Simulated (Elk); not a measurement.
# BAs (F-43m): refractive index against wavelength

The refractive index of BAs (F-43m) below the direct gap (3.26 eV on the mesh) is read from one computed spectrum, n = √(Re ε).

It takes space group F-43m (No. 216, cubic). Conventional cell: a = 4.777 Å, b = 4.777 Å, c = 4.777 Å, α = 90.00°, β = 90.00°, γ = 90.00°. As on site c is surrounded by 4 B at 2.07 Å. B on site a has 4 As at 2.07 Å as nearest neighbours.

Method: Elk 11.2.3 (patched build), LDA, independent particles, k-mesh 11×11×11, Lorentzian half width 0.15 eV.

Launch of the response step: `OMP_NUM_THREADS=4 elk`. The run took 16 s, its band step included, on 4 threads of Arm Neoverse V1, on a shared host.

```tsv
wavelength (nm)	photon energy E (eV)	n
1550	0.800	3.2317
1310	0.946	3.2454
1064	1.165	3.2707
850	1.459	3.3150
700	1.771	3.3777
633	1.959	?
532	2.331	3.5448
```

In the single-oscillator model n² − 1 = E₀E_d/(E₀² − E²), so 1/(n² − 1) = E₀/E_d − E²/(E₀E_d) is linear in E².

Working, on the rows shown:

| x = E² (eV²) | y = 1/(n² − 1) |
| --- | --- |
| 0.639837 | 0.105889 |
| 0.895757 | 0.104903 |
| 1.35784 | 0.10312 |
| 2.12762 | 0.100108 |
| 3.13716 | 0.096072 |
| 5.43137 | 0.0864633 |

Means: x̄ = 2.2649, ȳ = 0.099426. Σ(x − x̄)(y − ȳ) = -0.06542, Σ(x − x̄)² = 16.14. Slope = -0.06542 / 16.14 = -0.004052; intercept = ȳ − slope · x̄ = 0.1086. Turned back into n, the line misses the rows shown by at most 0.0029.

Task: Fill in the last column of the withheld row.

Result: At x = 3.8364 the line gives y = 0.093058, that is 3.4272. The run gave 3.4246, so the interpolation is off by 0.0026, 0.8 % of the range in the table.

Refitted with all rows, the slope is -0.00404 and the intercept 0.1086. These give E₀ = √(intercept/−slope) = 5.18 eV and E_d = E₀/intercept = 47.7 eV; E₀ is 1.6 times the direct gap. The electronic limit at long wavelengths, without lattice vibrations, is n = √(1 + 1/intercept) = 3.195. Excitons are left out and so are local fields; LDA gaps are as a rule too small. The values come from a sum over the points of one k-mesh and carry its error, which grows as the direct gap shrinks. Spin-orbit coupling is left out.

[Logs are printed without paths, hosts, clocks, repeated set-up lines and the standing remarks that a program may print on its own settings, such as how far it seeks lower states.]
